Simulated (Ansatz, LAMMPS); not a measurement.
# Glassy 63GeO2-37SiO2 (mol %) (105 atoms) under strain, part 3 of 3

How stiff is glassy 63GeO2-37SiO2 (mol %) (105 atoms), and how do its levels respond to strain?

Ansatz 0.2.0; Kohn-Sham DFT, PBE, PAW (set soft_2), plane waves.

The cell: 22 Ge, 13 Si and 70 O. The quench rate of 25 K/ps is orders of magnitude faster than experiment. The network of bonds at the start is that of the classical potential that made the cell. Only the Γ point is sampled.

So far. Step 10 (Stretched by 1 % along x): The relaxation converged after 5 steps, 0.103 eV below its start, with a largest force component of 0.045 eV/Å. Step 10 (Stretched by 1 % along x): Stretched by 1 % along x: the energy stands 0.0396 eV above that of the reference, at a pressure of -0.403 GPa.

## 11. Compressed by 1 % along x

The relaxed cell is strained along x alone, which gives the stiffness along x and its coupling to y and z.

input.yaml

```yaml
crystal:
  lattice:
    - [11.79918, -0.03344, -0.0907]
    - [-0.03311, 11.80947, -0.22569]
    - [-0.08979, -0.22569, 11.43238]
  atoms:
    [... the 105 atom lines of step 4 ...]
kpoints:
  mp_grid: { grid: [1, 1, 1] }
hamiltonian:
  xc: pbe
scf:
  occupations: { method: fixed }
output:
  forces: true
  eigenvalues: true
  stress: true
relax:
  f_tol: 0.05
  max_steps: 70
```

Started as:

```
$ ansatz run input.yaml --threads 4 --pin off --max-ram 12288MiB --backend cpu --events-out ev --progress --plain --runs-dir out
```

Numbers of over 12 decimals in the logs are rounded to 6 here.

What it wrote:

```text
[...]
Crystal: 105 atoms, lattice volume = 1592.300 Å³
Basis set: ecut = 420 eV, 31099 PW (Γ), exchange–correlation on 160×160×160 points (8 copies of the dense FFT grid, shifted against one another)
Bands: 495, of which v1, the nominal top of the filled ones, is band 390 counted from 1 (389 counted from 0)
Symmetry: 1 space group operations
[...]
k-points: 1
[...]
SCF iter   1: F=—  HF=-142507.469309 eV  |F-HF|=—  |Δ(HF+E_count)|=         —  Δρ=2.35e-3  dr2=1.03e-1  ethr=1.77e-3  ⟨swp⟩=5.0  Hψ=1797  notcnv=0  defer=103
[...]
SCF iter   5: F=—  HF=-142507.468055 eV  |F-HF|=—  |Δ(HF+E_count)|=   3.29e-5  Δρ=1.03e-4  dr2=1.57e-4  ethr=7.05e-8  ⟨swp⟩=2.0  Hψ=675  notcnv=0  defer=103
SCF iter   6: F=-142507.468043 eV  HF=-142507.468045 eV  |F-HF|=1.78e-6  |Δ(HF+E_count)|=   1.03e-5  Δρ=2.96e-5  dr2=1.28e-5  ethr=8.01e-9  ⟨swp⟩=12.0  Hψ=2761  notcnv=0
SCF 1 converged in 6 iterations: F = -142507.468043 eV  dr2 = 1.28e-5
[...]
relax step   1: F+E_penalty+E_count = -142507.46804294 eV  Δ(F+E_penalty+E_count) = +0.000e0 eV  max|allowed force component| = 4.014e-1 eV/Å  Δτ_max = 0.0000 Å  (6 SCF iters, dr2 threshold 6.25e-5 eV, accepted)
[...]
relax step   2: F+E_penalty+E_count = -142507.53657750 eV  Δ(F+E_penalty+E_count) = -6.853e-2 eV  max|allowed force component| = 2.597e-1 eV/Å  Δτ_max = 0.0244 Å  (6 SCF iters, dr2 threshold 1.01e-5 eV, accepted)
[...]
relax step   3: F+E_penalty+E_count = -142507.57206545 eV  Δ(F+E_penalty+E_count) = -3.549e-2 eV  max|allowed force component| = 6.034e-2 eV/Å  Δτ_max = 0.0262 Å  (6 SCF iters, dr2 threshold 4.22e-6 eV, accepted)
relax step   4: F+E_penalty+E_count = -142507.49563999 eV  Δ(F+E_penalty+E_count) = +7.643e-2 eV  max|allowed force component| = 3.687e-1 eV/Å  Δτ_max = 0.2000 Å  (10 SCF iters, rejected (line search))
[...]
relax step   5: F+E_penalty+E_count = -142507.57968784 eV  Δ(F+E_penalty+E_count) = -7.622e-3 eV  max|allowed force component| = 3.069e-2 eV/Å  Δτ_max = 0.0402 Å  (10 SCF iters, accepted)
SCF converged after 10 iterations
Free energy (F): -142507.579688 eV
[...]
Internal energy: -142507.579688 eV  (E = F + TS)
E sigma→0 (E₀):  -142507.579688 eV
Fermi energy:    2.936069 eV
[...]
Σ components = -142507.579688   (vs F -142507.579688, Δ=0.00e0)
--- Forces (eV/Å), atoms counted from 1 ---
  atom   1  Ge     0.01091437    -0.00825010    -0.00337444
  atom   2  Ge    -0.00739351    -0.00520099     0.01230291
  atom   3  Ge    -0.00353267    -0.00163085     0.00116671
  atom   4  Ge    -0.01164995     0.00480526     0.00524719
[...]
atom 105  O     -0.01266826     0.00210650    -0.00403661
  max |Σ_I F_I| component: 7.99e-5 eV/Å
--- Stress (GPa, compression-positive) ---
        0.658539      -0.015712       0.011303
       -0.015713       0.277425      -0.018592
        0.011303      -0.018592       0.141297
  P = ⅓ Tr σ = 0.3591 GPa (3.591 kbar)
--- Band table (eV) ---
[...]
--- Relaxed structure (5 steps of the walk, 4 accepted, 0 SCFs on fresh bases) ---
  F+E_penalty+E_count = -142507.57968784 eV   max|allowed force component| = 3.069e-2 eV/Å
  atoms:
    - { symbol: Ge, position: [0.565747, 0.295304, 0.423408] }
    - { symbol: Ge, position: [0.059379, 0.623289, 0.244893] }
    - { symbol: Ge, position: [0.744256, 0.779868, 0.783280] }
    - { symbol: Ge, position: [0.689353, 0.135828, 0.231859] }
[...]
- { symbol: O, position: [0.569512, 0.818993, 0.00207452] }
```

It took 2.3 min on 4 threads of Intel Xeon at 2.80GHz (Skylake/Cascade Lake), shared host; peak memory 2.4 GiB.

The relaxation converged after 5 steps, 0.112 eV below its start, with a largest force component of 0.031 eV/Å.

Compressed by 1 % along x: the energy stands 0.0350 eV above that of the reference, at a pressure of 0.359 GPa.

## 12. Sheared by 2 % in xy

A shear of the relaxed cell gives the modulus that volume changes can't reach.

input.yaml, the sections that differ from step 11:

```yaml
crystal:
  lattice:
    - [11.91803, 0.08574, -0.0907]
    - [0.08465, 11.80914, -0.22569]
    - [-0.09296, -0.2266, 11.43238]
  atoms:
    [... the 105 atom lines of step 4 ...]
# kpoints, hamiltonian, scf, output, relax: as in step 11
```

What it wrote:

```text
[...]
Crystal: 105 atoms, lattice volume = 1608.224 Å³
Basis set: ecut = 420 eV, 31389 PW (Γ), exchange–correlation on 160×160×160 points (8 copies of the dense FFT grid, shifted against one another)
Bands: 495, of which v1, the nominal top of the filled ones, is band 390 counted from 1 (389 counted from 0)
Symmetry: 1 space group operations
[...]
k-points: 1
[...]
SCF iter   1: F=—  HF=-142507.394504 eV  |F-HF|=—  |Δ(HF+E_count)|=         —  Δρ=2.38e-3  dr2=1.07e-1  ethr=1.77e-3  ⟨swp⟩=5.0  Hψ=1792  notcnv=0  defer=103
[...]
SCF iter   5: F=—  HF=-142507.392565 eV  |F-HF|=—  |Δ(HF+E_count)|=   4.92e-5  Δρ=1.06e-4  dr2=1.73e-4  ethr=8.00e-8  ⟨swp⟩=2.0  Hψ=610  notcnv=0  defer=103
SCF iter   6: F=-142507.392551 eV  HF=-142507.392554 eV  |F-HF|=3.21e-6  |Δ(HF+E_count)|=   1.15e-5  Δρ=3.15e-5  dr2=1.56e-5  ethr=8.01e-9  ⟨swp⟩=12.0  Hψ=2769  notcnv=0
SCF 1 converged in 6 iterations: F = -142507.392551 eV  dr2 = 1.56e-5
[...]
relax step   1: F+E_penalty+E_count = -142507.39255055 eV  Δ(F+E_penalty+E_count) = +0.000e0 eV  max|allowed force component| = 5.961e-1 eV/Å  Δτ_max = 0.0000 Å  (6 SCF iters, dr2 threshold 6.25e-5 eV, accepted)
[...]
relax step   2: F+E_penalty+E_count = -142507.49686539 eV  Δ(F+E_penalty+E_count) = -1.043e-1 eV  max|allowed force component| = 3.459e-1 eV/Å  Δτ_max = 0.0239 Å  (6 SCF iters, dr2 threshold 2.22e-5 eV, accepted)
[...]
relax step   3: F+E_penalty+E_count = -142507.47886519 eV  Δ(F+E_penalty+E_count) = +1.800e-2 eV  max|allowed force component| = 4.417e-1 eV/Å  Δτ_max = 0.2000 Å  (8 SCF iters, dr2 threshold 7.48e-6 eV, rejected (line search))
relax step   4: F+E_penalty+E_count = -142507.52968720 eV  Δ(F+E_penalty+E_count) = -3.282e-2 eV  max|allowed force component| = 2.228e-1 eV/Å  Δτ_max = 0.1000 Å  (10 SCF iters, accepted)
relax step   5: F+E_penalty+E_count = -142507.54759757 eV  Δ(F+E_penalty+E_count) = -1.791e-2 eV  max|allowed force component| = 6.193e-2 eV/Å  Δτ_max = 0.0659 Å  (6 SCF iters, dr2 threshold 1.67e-5 eV, accepted)
[...]
relax step   6: F+E_penalty+E_count = -142507.55208837 eV  Δ(F+E_penalty+E_count) = -4.491e-3 eV  max|allowed force component| = 2.578e-2 eV/Å  Δτ_max = 0.0403 Å  (9 SCF iters, accepted)
SCF converged after 9 iterations
Free energy (F): -142507.552088 eV
[...]
Internal energy: -142507.552088 eV  (E = F + TS)
E sigma→0 (E₀):  -142507.552088 eV
Fermi energy:    2.823980 eV
[...]
Σ components = -142507.552088   (vs F -142507.552088, Δ=0.00e0)
--- Forces (eV/Å), atoms counted from 1 ---
  atom   1  Ge     0.01084379    -0.00053641    -0.00198138
  atom   2  Ge    -0.01012303    -0.00803860     0.00086896
  atom   3  Ge    -0.01128017    -0.00091825    -0.00132213
  atom   4  Ge     0.02213616    -0.00012165    -0.00457201
[...]
atom 105  O      0.00851079    -0.00925118     0.01035370
  max |Σ_I F_I| component: 1.62e-5 eV/Å
--- Stress (GPa, compression-positive) ---
       -0.046193      -0.562548       0.007066
       -0.562548       0.041661       0.008404
        0.007066       0.008404      -0.069024
  P = ⅓ Tr σ = -0.0245 GPa (-0.245 kbar)
--- Band table (eV) ---
[...]
--- Relaxed structure (6 steps of the walk, 5 accepted, 0 SCFs on fresh bases) ---
  F+E_penalty+E_count = -142507.55208837 eV   max|allowed force component| = 2.578e-2 eV/Å
  atoms:
    - { symbol: Ge, position: [0.564807, 0.295650, 0.424158] }
    - { symbol: Ge, position: [0.058838, 0.623536, 0.245877] }
    - { symbol: Ge, position: [0.740930, 0.776532, 0.782237] }
    - { symbol: Ge, position: [0.693142, 0.135102, 0.233139] }
[...]
- { symbol: O, position: [0.567427, 0.817986, 0.00232614] }
```

The job ended after 2.7 min (4 threads; peak memory 2.4 GiB; 9.6 min of CPU time).

The relaxation converged after 6 steps, 0.160 eV below its start, with a largest force component of 0.026 eV/Å.

Sheared by 2 % in xy: the energy stands 0.0626 eV above that of the reference, at a pressure of -0.0245 GPa.

## 13. Pressure against volume

Atoms are relaxed at each volume, in the scaled cell.

```
volume change (%)  volume (Å³/atom)  energy change (meV/atom)  pressure (GPa)  largest move on relaxing (Å)  bonds  gap (eV)
              -10            13.786                     14.52            3.84                          0.76    141                2.52
               -6            14.399                      3.85            1.73                          0.75    141                2.42
               -3            14.858                      1.52            1.13                          0.13    140                2.63
               +0            15.318                      0.00           -0.01                             -    140                2.58
               +3            15.777                      1.74           -1.14                          0.18    140                2.51
               +6            16.237                      6.41           -2.21                          0.45    140                2.42
```

## 14. Uniaxial strain and shear

Stress (GPa, compression positive) less that of the relaxed cell, atoms relaxed:

```
                   strain      xx      yy      zz      xy  energy change (meV/atom)
 stretched by 1 % along x  -0.671  -0.309  -0.211   0.013                      0.38
compressed by 1 % along x   0.663   0.284   0.149  -0.012                      0.33
     sheared by 2 % in xy  -0.041   0.048  -0.062  -0.559                      0.60
```

## 15. Outcome

The bulk modulus, from the slope of pressure against ln V over the three points nearest the relaxed volume, is 37.7 GPa; between neighbouring points the slope runs 49, 19, 37, 38 and 37 GPa from the smallest volume up, without a steady fall, so no pressure derivative is given. The count of bonds runs from 140 to 141 over the series, so at some points contacts cross the cutoffs. At -10 % and -6 % some atom moved by over 0.5 Å on relaxing, so those points may sit in another local minimum. The gap goes from 2.52 eV at the smallest volume to 2.42 eV at the largest, not monotonically (lowest 2.42, highest 2.63 eV), on the run's k-points. In the Cartesian axes of the cell, finite differences give C11 = 66.7, C12 = 29.7, C13 = 18.0 and C66 = 27.9 GPa (the shear of 2 % is the engineering strain, εxy = 0.01). The mean of C11, C12 and C13, which equals the bulk modulus in a cubic or isotropic solid, is 38.1 GPa: it agrees with the bulk modulus within 10 %. For an isotropic solid C66 would equal (C11 − C12)/2 = 18.5 GPa; so small a sample needn't be isotropic, and C66 rests on one shear. The two differ too much for isotropic moduli to be formed.

Caveats: Strains are finite and relaxations stop at the force tolerance of the input, which can leave moduli too stiff; they are those of a static cell at zero temperature. Volumes are changed with the cell's shape held, so in an anisotropic solid the modulus lies over the one under free hydrostatic load. The program notes that the SCF threshold of the relaxations is loose for the stress.

The DFT runs together took 33 min of wall time.

[Logs are printed without paths, hosts, clocks, repeated set-up lines and the standing remarks that a program may print on its own settings, such as how far it seeks lower states.]

[Hosts, paths, dates, database ids (printed as entryN), source tags and the programs' standing remarks are cut or masked in the printed files.]
